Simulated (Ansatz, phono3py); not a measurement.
# KBr (Fm-3m): lattice thermal conductivity

Wanted: κ(T), lifetimes and mean free paths for KBr.

What experiment has found for this phase:
- thermal conductivity 3.4 W/m/K near room temperature (given in “Combining the AFLOW GIBBS and Elastic Libraries to efficiently and robustly screen thermo-mechanical properties of solids”, 2017, arXiv:1611.05714)
- thermal conductivity 3.4 W/m/K near room temperature (given in “Predicting the lattice thermal conductivity of solids by solving the Boltzmann transport equation: AFLOW - AAPL an automated, accurate and efficient framework”, 2017, arXiv:1611.05481)

Calculated with Ansatz 0.2.0; DFT LDA, scalar-relativistic, plane waves, PAW.

This is a report of a sequence of runs, with most program output left out.

### 1. Set-up

The structure is cubic, space group Fm-3m (No. 225). Conventional cell: a = 6.600 Å, b = 6.600 Å, c = 6.600 Å, α = 90.00°, β = 90.00°, γ = 90.00°. K has 6 Br at 3.30 Å nearest. Nearest to Br lie 6 K at 3.30 Å. Farther neighbours and most contacts between anions are not listed.

### 2. A first coarse run

Before spending time, one coarse run tells the gap and the pressure of the starting cell.

input.yaml

```yaml
crystal:
  lattice:
    - [0.0, 3.3, 3.3]
    - [3.3, 0.0, 3.3]
    - [3.3, 3.3, 0.0]
  atoms:
    - { symbol: K, position: [0.0, 0.0, 0.0] }
    - { symbol: Br, position: [0.5, 0.5, 0.5] }
kpoints:
  mp_grid: { grid: [6, 6, 6] }
hamiltonian:
  xc: lda
scf:
  occupations: { method: gaussian, width: 0.1 }
output:
  forces: true
  stress: true
  eigenvalues: true
```

Command:

```
ansatz run input.yaml --threads 4 --pin off --max-ram 16384MiB --backend cpu --events-out ev --progress --plain --runs-dir out
```

The job ended after 0.93 s (4 threads of Arm Neoverse V1, shared host; peak memory 0.29 GiB; 1.6 s of CPU time).

This step gave:

| Property | Result |
| --- | --- |
| pressure | -1.644 GPa |
| gap on the k-mesh | 4.030 eV |
| volume per atom | 35.94 Å³ |

The start is under -1.6 GPa at this level and looks like an insulator or semiconductor on this mesh.

### 3. Finding the static equilibrium

Phonons are second derivatives about a minimum, so cell and atoms are relaxed first, inside the symmetry of the start.

input.yaml, the sections that differ from step 2:

```yaml
scf:
  occupations: { method: gaussian, width: 0.02 }
relax:
  adjacent_minimum: "off"
  f_tol: 0.005
  max_steps: 80
  cell: { stress_tol: 0.05 }
# crystal, kpoints, hamiltonian, output: as in step 2
```

Wall time 1.8 s (4 threads); peak memory 0.31 GiB; 5.6 s of CPU time.

The steps of the relaxation:

| step | energy less that of the first step (eV) | largest force component (eV/Å) | pressure (GPa) | volume (Å³) |
| --- | --- | --- | --- | --- |
| 1 | 0.0000 | 0.0000 | -1.64 | 71.87 |
| 2 | -0.0297 | 0.0000 | -0.97 | 68.33 |
| 3 | -0.0411 | 0.0000 | 0.29 | 63.78 |
| 4 | -0.0417 | 0.0000 | -0.03 | 64.77 |
| 5* | -0.0411 | 0.0000 | -0.03 | 64.77 |

Relaxation steps marked * repeat the geometry before them on a plane-wave basis chosen anew for their cell, so energy and pressure can jump there.

Forces are held to the 48 operations that the run works with; a distortion that breaks them can't arise in this run.

| conventional cell, symmetrised | before | after | change |
| --- | --- | --- | --- |
| a (Å) | 6.600 | 6.375 | -3.4 % |
| b (Å) | 6.600 | 6.375 | -3.4 % |
| c (Å) | 6.600 | 6.375 | -3.4 % |
| volume (Å³/atom) | 35.94 | 32.39 | -9.9 % |

Final coordinates:

```
K Br
1.0
     0.00000    3.18756    3.18756
     3.18756    0.00000    3.18756
     3.18756    3.18756    0.00000
K Br
1 1
Direct
  0.00000 0.00000 0.00000
  0.50000 0.50000 0.50000
```

Numbers from this step:

| Property | Result |
| --- | --- |
| pressure | -0.03335 GPa |
| gap on the k-mesh | 4.316 eV |
| volume per atom | 32.39 Å³ |

The relaxation ends with a pressure of -0.03 GPa.

### 4. A second relaxation

The relaxation is run once more from where the first one ended, as the script does after a large change of volume or of the gap, with mesh and occupations reviewed.

input.yaml, the sections that differ from step 3:

```yaml
crystal:
  lattice:
    - [0.0, 3.1875607726, 3.1875607726]
    - [3.1875607726, 0.0, 3.1875607726]
    - [3.1875607726, 3.1875607726, 0.0]
  atoms:
    - { symbol: K, position: [0.0, 0.0, 0.0] }
    - { symbol: Br, position: [0.5, 0.5, 0.5] }
output:
  forces: true
  stress: true
  eigenvalues: true
  write_density: true
  write_potential: true
  elf: true
  volumetric_format: npy
# kpoints, hamiltonian, scf, relax: as in step 3
```

It took 0.77 s on 4 threads; peak memory 0.3 GiB.

Little changed from the start: no atom moved by 0.005 Å and no cell edge by 0.1 %.

Electrostatic potential energy in the ac plane of the conventional cell at fractional y = 0.000, with atoms of K and Br within 0.2 Å of it. With pseudopotentials it is smooth inside the atoms' cores, unlike the true potential.

Values in eV, 10 rows by 16 columns, each cell a mean:
```
-39 -25  -4   5   6   2 -24 -56 -60 -41  -4   6   6   1 -16 -35
 -3   0   4   6   7   7   4  -2  -4   1   6   7   7   5   2  -2
  5   6   7   7   7   7   6   5   5   6   7   7   7   7   6   6
-17  -5   4   7   7   4  -1  -9 -11  -4   3   6   7   6   0 -13
-66 -51  -8   5   5   0 -20 -41 -45 -31  -6   4   6   1 -32 -64
-60 -41  -4   6   6   1 -16 -35 -39 -25  -4   5   6   2 -24 -56
 -4   1   6   7   7   5   2  -2  -3   0   4   6   7   7   4  -2
  5   6   7   7   7   7   6   6   5   6   7   7   7   7   6   5
-11  -4   3   6   7   6   0 -13 -17  -5   4   7   7   4  -1  -9
-45 -31  -6   4   6   1 -32 -64 -66 -51  -8   5   5   0 -20 -41
```
Columns run along a (6.4 Å; values clipped at the 3rd and 97th percentile), rows up along c (6.4 Å), edges of the conventional cell, whose origin can differ from the input's. Atoms in or near the plane, at fractional coordinates: K at (0.00, 0.00), K at (0.50, 0.50), Br at (0.50, 0.00), Br at (0.00, 0.50).

Valence density in the ac plane of the conventional cell at fractional y = 0.000, with atoms of K and Br within 0.2 Å of it. It is the smooth field of the valence electrons, not physical close to the nuclei.

Values in e/Å³, 10 rows by 16 columns, each cell a mean:
```
3.3 2.0 0.5 0.1 0.1 0.4 0.9 0.9 0.8 1.0 0.6 0.2 0.1 0.2 1.2 2.9
0.5 0.3 0.1 0.0 0.1 0.1 0.3 0.5 0.6 0.4 0.2 0.1 0.0 0.1 0.2 0.4
0.2 0.1 0.1 0.0 0.0 0.0 0.1 0.1 0.1 0.1 0.0 0.0 0.0 0.0 0.1 0.1
0.8 0.6 0.3 0.1 0.0 0.1 0.3 0.8 1.0 0.5 0.2 0.0 0.1 0.2 0.5 0.7
0.6 1.1 0.7 0.2 0.1 0.3 1.6 3.5 3.9 2.5 0.6 0.1 0.1 0.4 1.0 0.8
0.8 1.0 0.6 0.2 0.1 0.2 1.2 2.9 3.3 2.0 0.5 0.1 0.1 0.4 0.9 0.9
0.6 0.4 0.2 0.1 0.0 0.1 0.2 0.4 0.5 0.3 0.1 0.0 0.1 0.1 0.3 0.5
0.1 0.1 0.0 0.0 0.0 0.0 0.1 0.1 0.2 0.1 0.1 0.0 0.0 0.0 0.1 0.1
1.0 0.5 0.2 0.0 0.1 0.2 0.5 0.7 0.8 0.6 0.3 0.1 0.0 0.1 0.3 0.8
3.9 2.5 0.6 0.1 0.1 0.4 1.0 0.8 0.6 1.1 0.7 0.2 0.1 0.3 1.6 3.5
```
Columns run along a (6.4 Å), rows up along c (6.4 Å), edges of the conventional cell, whose origin can differ from the input's. Atoms in or near the plane, at fractional coordinates: K at (0.00, 0.00), K at (0.50, 0.50), Br at (0.50, 0.00), Br at (0.00, 0.50).

ELF in the ac plane of the conventional cell at fractional y = 0.000, with atoms of K and Br within 0.2 Å of it. It is the smooth field of the valence electrons, not physical close to the nuclei.

Ten even steps from '0' (0.02) to '9' (0.86), each cell a mean:
```
899316982059831699
997116998799830489
752004899998620146
100001466665300001
332100011110000233
987410013320003688
999720279985005899
479830599998216995
049931798799316970
059831699899316982
799830489997116998
998620146752004899
665300001100001466
110000233332100011
320003688987410013
985005899999720279
998216995479830599
799316970049931798
```
Columns run along a (6.4 Å), rows up along c (6.4 Å), edges of the conventional cell, whose origin can differ from the input's. Atoms in or near the plane, at fractional coordinates: K at (0.00, 0.00), K at (0.50, 0.50), Br at (0.50, 0.00), Br at (0.00, 0.50).

### 5. Tight relaxation

The thresholds are tightened for a last relaxation ahead of the phonons, and where mesh or smearing change with them the cell follows.

Edit input.yaml of step 4 so:

```diff
@@ -13,3 +13,3 @@
 scf:
-  occupations: { method: gaussian, width: 0.02 }
+  occupations: { method: fixed }
 output:
@@ -24,4 +24,4 @@
   adjacent_minimum: "off"
-  f_tol: 0.005
-  max_steps: 80
-  cell: { stress_tol: 0.05 }
+  f_tol: 0.001
+  max_steps: 60
+  cell: { stress_tol: 0.01 }
```

The job ended after 1.2 s (4 threads; peak memory 0.3 GiB).

Little changed from the start: no atom moved by 0.005 Å and no cell edge by 0.1 %.

This step gave:

| Property | Result |
| --- | --- |
| pressure | 1.02e-4 GPa |
| gap on the k-mesh | 4.321 eV |
| volume per atom | 32.33 Å³ |

Electrostatic potential energy in the ac plane of the conventional cell at fractional y = 0.000, with atoms of K and Br within 0.2 Å of it. With pseudopotentials it is smooth inside the atoms' cores, unlike the true potential.

Values in eV, 10 rows by 16 columns, each cell a mean:
```
-39 -25  -4   5   6   2 -24 -56 -60 -41  -4   6   6   1 -16 -35
 -3   0   4   6   7   7   4  -2  -4   1   6   7   7   5   2  -2
  5   6   7   7   7   7   6   5   5   6   7   7   7   7   6   6
-17  -5   4   7   7   4  -1  -9 -11  -4   3   6   7   6   0 -13
-66 -51  -8   5   5   0 -20 -41 -45 -31  -6   4   6   1 -32 -64
-60 -41  -4   6   6   1 -16 -35 -39 -25  -4   5   6   2 -24 -56
 -4   1   6   7   7   5   2  -2  -3   0   4   6   7   7   4  -2
  5   6   7   7   7   7   6   6   5   6   7   7   7   7   6   5
-11  -4   3   6   7   6   0 -13 -17  -5   4   7   7   4  -1  -9
-45 -31  -6   4   6   1 -32 -64 -66 -51  -8   5   5   0 -20 -41
```
Columns run along a (6.4 Å; values clipped at the 3rd and 97th percentile), rows up along c (6.4 Å), edges of the conventional cell, whose origin can differ from the input's. Atoms in or near the plane, at fractional coordinates: K at (0.00, 0.00), K at (0.50, 0.50), Br at (0.50, 0.00), Br at (0.00, 0.50).

Valence density in the ac plane of the conventional cell at fractional y = 0.000, with atoms of K and Br within 0.2 Å of it. It is the smooth field of the valence electrons, not physical close to the nuclei.

Values in e/Å³, 10 rows by 16 columns, each cell a mean:
```
3.3 2.0 0.5 0.1 0.1 0.4 0.9 0.9 0.8 1.0 0.6 0.2 0.1 0.2 1.2 2.9
0.5 0.3 0.1 0.0 0.1 0.1 0.3 0.5 0.6 0.4 0.2 0.1 0.0 0.1 0.2 0.4
0.2 0.1 0.1 0.0 0.0 0.0 0.1 0.1 0.1 0.1 0.0 0.0 0.0 0.0 0.1 0.1
0.8 0.6 0.3 0.1 0.0 0.1 0.3 0.8 1.0 0.5 0.2 0.0 0.1 0.2 0.5 0.7
0.6 1.1 0.7 0.2 0.1 0.3 1.6 3.5 3.9 2.5 0.6 0.1 0.1 0.4 1.0 0.8
0.8 1.0 0.6 0.2 0.1 0.2 1.2 2.9 3.3 2.0 0.5 0.1 0.1 0.4 0.9 0.9
0.6 0.4 0.2 0.1 0.0 0.1 0.2 0.4 0.5 0.3 0.1 0.0 0.1 0.1 0.3 0.5
0.1 0.1 0.0 0.0 0.0 0.0 0.1 0.1 0.2 0.1 0.1 0.0 0.0 0.0 0.1 0.1
1.0 0.5 0.2 0.0 0.1 0.2 0.5 0.7 0.8 0.6 0.3 0.1 0.0 0.1 0.3 0.8
3.9 2.5 0.6 0.1 0.1 0.4 1.0 0.8 0.6 1.1 0.7 0.2 0.1 0.3 1.6 3.5
```
Columns run along a (6.4 Å), rows up along c (6.4 Å), edges of the conventional cell, whose origin can differ from the input's. Atoms in or near the plane, at fractional coordinates: K at (0.00, 0.00), K at (0.50, 0.50), Br at (0.50, 0.00), Br at (0.00, 0.50).

ELF in the ac plane of the conventional cell at fractional y = 0.000, with atoms of K and Br within 0.2 Å of it. It is the smooth field of the valence electrons, not physical close to the nuclei.

Values, 10 rows by 16 columns, each cell a mean:
```
0.80 0.85 0.59 0.10 0.35 0.79 0.81 0.46 0.36 0.70 0.85 0.58 0.11 0.35 0.80 0.82
0.49 0.37 0.14 0.03 0.20 0.57 0.74 0.80 0.80 0.78 0.67 0.36 0.06 0.07 0.29 0.45
0.35 0.33 0.24 0.10 0.04 0.09 0.16 0.20 0.21 0.18 0.12 0.05 0.05 0.18 0.30 0.35
0.81 0.83 0.75 0.45 0.08 0.12 0.46 0.65 0.68 0.56 0.27 0.05 0.25 0.67 0.82 0.83
0.17 0.58 0.85 0.60 0.12 0.40 0.84 0.80 0.73 0.85 0.65 0.13 0.36 0.81 0.78 0.29
0.36 0.70 0.85 0.58 0.11 0.35 0.80 0.82 0.80 0.85 0.59 0.10 0.35 0.79 0.81 0.46
0.80 0.78 0.67 0.36 0.06 0.07 0.29 0.45 0.49 0.37 0.14 0.03 0.20 0.57 0.74 0.80
0.21 0.18 0.12 0.05 0.05 0.18 0.30 0.35 0.35 0.33 0.24 0.10 0.04 0.09 0.16 0.20
0.68 0.56 0.27 0.05 0.25 0.67 0.82 0.83 0.81 0.83 0.75 0.45 0.08 0.12 0.46 0.65
0.73 0.85 0.65 0.13 0.36 0.81 0.78 0.29 0.17 0.58 0.85 0.60 0.12 0.40 0.84 0.80
```
Columns run along a (6.4 Å), rows up along c (6.4 Å), edges of the conventional cell, whose origin can differ from the input's. Atoms in or near the plane, at fractional coordinates: K at (0.00, 0.00), K at (0.50, 0.50), Br at (0.50, 0.00), Br at (0.00, 0.50).

The residual pressure is 1.0e-4 GPa, small enough for phonons.

### 6. A cheap rung, k-mesh 6×6×6, q-mesh of the transport sums 11×11×11

A small supercell and a short cutoff cost little, and show how far such settings carry.

input.yaml

```yaml
crystal:
  lattice:
    - [0.0, 3.1858005734, 3.1858005734]
    - [3.1858005734, 0.0, 3.1858005734]
    - [3.1858005734, 3.1858005734, 0.0]
  atoms:
    - { symbol: K, position: [0.0, 0.0, 0.0] }
    - { symbol: Br, position: [0.5, 0.5, 0.5] }
kpoints:
  mp_grid: { grid: [6, 6, 6] }
hamiltonian:
  xc: lda
scf:
  occupations: { method: fixed }
output:
  eigenvalues: true
phonons:
  method: fd
  dielectric: true
  supercell: [2, 2, 2]
  temperatures: { t_max: 1000, t_step: 50 }
  qpath:
    path:
      - [[0.0, 0.0, 0.0], [0.5, 0.0, 0.5], [0.625, 0.25, 0.625]]
      - [[0.375, 0.375, 0.75], [0.0, 0.0, 0.0], [0.5, 0.5, 0.5], [0.5, 0.25, 0.75], [0.5, 0.0, 0.5]]
    npoints: 10
  third_order: { supercell: [2, 2, 2], pair_cutoff: 3.336 }
  lattice_thermal_conductivity:
    qmesh: [11, 11, 11]
    temperatures: [100.0, 150.0, 200.0, 300.0, 400.0, 500.0]
    isotope_mass_variance:
      - { species: Br, variance: 0.0001563 }
      - { species: K, variance: 0.000164 }
```

Run time: 3.4 min. Hardware: 4 threads; peak memory 1.3 GiB; 13 min of CPU time.

Numbers from this step:

```yaml
gamma_frequencies: 0, 0, 0, 129.9, 129.9, 129.9 cm⁻¹ (negative: imaginary)
lowest_frequency_on_the_path: 0 cm⁻¹
zero_point_energy: 0.03679 eV/cell
point_group: m-3m
highest_frequency: 172.1 cm⁻¹
debye_temperature_from_the_second_moment: 197 K
kappa_at_300_k_relaxation_time: 4.808 W/m/K
kappa_at_300_k_full_solution: 4.819 W/m/K
dipole_term: run
mean_free_path_at_half_of_kappa: 17.2 nm
share_of_kappa_above_the_three_lowest_branches: 0.059
third_order_blocks: 38
periodic_aliases_dropped: 0
largest_relative_sum_rule_correction: 0.03088
displaced_cells_third_order: 22
```

W/m/K. Kappa, by row:

| T (K) | RTA xx | RTA yy | RTA zz | full xx | full yy | full zz | coherence part xx | coherence part yy | coherence part zz | ending | iterations | least Ritz value |
| --- | --- | --- | --- | --- | --- | --- | --- | --- | --- | --- | --- | --- |
| 100 | 15.08 | 15.08 | 15.08 | 15.09 | 15.09 | 15.09 | 0.02061 | 0.02061 | 0.02061 | converged | 8 | 0.661 |
| 150 | 9.711 | 9.711 | 9.711 | 9.724 | 9.724 | 9.724 | 0.03114 | 0.03114 | 0.03114 | converged | 8 | 0.652 |
| 200 | 7.218 | 7.218 | 7.218 | 7.231 | 7.231 | 7.231 | 0.0396 | 0.0396 | 0.0396 | converged | 8 | 0.648 |
| 300 | 4.808 | 4.808 | 4.808 | 4.819 | 4.819 | 4.819 | 0.05311 | 0.05311 | 0.05311 | converged | 8 | 0.644 |
| 400 | 3.625 | 3.625 | 3.625 | 3.635 | 3.635 | 3.635 | 0.06396 | 0.06396 | 0.06396 | converged | 8 | 0.642 |
| 500 | 2.921 | 2.921 | 2.921 | 2.929 | 2.929 | 2.929 | 0.07311 | 0.07311 | 0.07311 | converged | 8 | 0.641 |

This rung gives 4.81 W/(m K) at 300 K by relaxation time, but with 16 atoms, 1 neighbour distance inside the cutoff and a 11×11×11 mesh it is a test, not the conductivity of the crystal.

### 7. A cheap rung, k-mesh 4×4×4, q-mesh of the transport sums 17×17×17

Edit input.yaml of step 6 so:

```diff
@@ -9,3 +9,3 @@
 kpoints:
-  mp_grid: { grid: [6, 6, 6] }
+  mp_grid: { grid: [4, 4, 4] }
 hamiltonian:
@@ -19,3 +19,3 @@
   dielectric: true
-  supercell: [2, 2, 2]
+  qmesh: [4, 4, 4]
   temperatures: { t_max: 1000, t_step: 50 }
@@ -28,3 +28,3 @@
   lattice_thermal_conductivity:
-    qmesh: [11, 11, 11]
+    qmesh: [17, 17, 17]
     temperatures: [100.0, 150.0, 200.0, 300.0, 400.0, 500.0]
```

The job ended after 99 s (4 threads; peak memory 1.3 GiB; 6.3 min of CPU time).

Numbers from this step:

```
Γ frequencies                              : 0, 0, 0, 129.8, 129.8, 129.8 cm⁻¹ (negative: imaginary)
zero-point energy                          : 0.03675 eV/cell
highest frequency                          : 172 cm⁻¹
Debye temperature from the second moment   : 196 K
κ at 300 K (relaxation time)               : 5.12 W/m/K
κ at 300 K (full solution)                 : 5.181 W/m/K
mean free path at half of κ                : 16.9 nm
share of κ above the three lowest branches : 0.052
largest relative sum-rule correction       : 0.03087
```

W/m/K. Kappa, by row:

| T (K) | RTA xx | RTA yy | RTA zz | full xx | full yy | full zz | coherence part xx | coherence part yy | coherence part zz | ending | iterations | least Ritz value |
| --- | --- | --- | --- | --- | --- | --- | --- | --- | --- | --- | --- | --- |
| 100 | 16.11 | 16.11 | 16.11 | 16.27 | 16.27 | 16.27 | 0.02103 | 0.02103 | 0.02103 | converged | 8 | 0.655 |
| 150 | 10.36 | 10.36 | 10.36 | 10.47 | 10.47 | 10.47 | 0.03068 | 0.03068 | 0.03068 | converged | 8 | 0.646 |
| 200 | 7.695 | 7.695 | 7.695 | 7.781 | 7.781 | 7.781 | 0.03835 | 0.03835 | 0.03835 | converged | 8 | 0.641 |
| 300 | 5.12 | 5.12 | 5.12 | 5.181 | 5.181 | 5.181 | 0.05075 | 0.05075 | 0.05075 | converged | 8 | 0.637 |
| 400 | 3.857 | 3.857 | 3.857 | 3.904 | 3.904 | 3.904 | 0.06086 | 0.06086 | 0.06086 | converged | 8 | 0.635 |
| 500 | 3.105 | 3.105 | 3.105 | 3.143 | 3.143 | 3.143 | 0.06943 | 0.06943 | 0.06943 | converged | 8 | 0.634 |

This rung gives 5.12 W/(m K) at 300 K by relaxation time, but with 16 atoms, 1 neighbour distance inside the cutoff and a 17×17×17 mesh it is a test, not the conductivity of the crystal.

### 8. Levels and costs side by side

Ladder, by row:

| cells or q mesh | k mesh | pair cutoff | atoms in the supercell | q-mesh of the transport sums | κ at 300 K (relaxation time) (W/m/K) | κ at 300 K (full solution) (W/m/K) | core-minutes |
| --- | --- | --- | --- | --- | --- | --- | --- |
| 2x2x2 | 6x6x6 | 3.336 | 16 | 11×11×11 | 4.808 | 4.819 | 13.4 |
| 4x4x4 | 4x4x4 | 3.336 | 16 | 17×17×17 | 5.12 | 5.181 | 6.3 |

### 9. Summary of results

| Item | Value |
| --- | --- |
| conductivity | not obtained on sound settings |

**Reading.** No conductivity was obtained: no run with a large enough supercell and cutoff finished.

[Logs are printed without paths, hosts, clocks, repeated set-up lines and the standing remarks that a program may print on its own settings, such as how far it seeks lower states.]

[Hosts, paths, dates, database ids (printed as entryN), source tags and the programs' standing remarks are cut or masked in the printed files.]

[A step with changed settings may run another functional than the one named; its input shows which.]
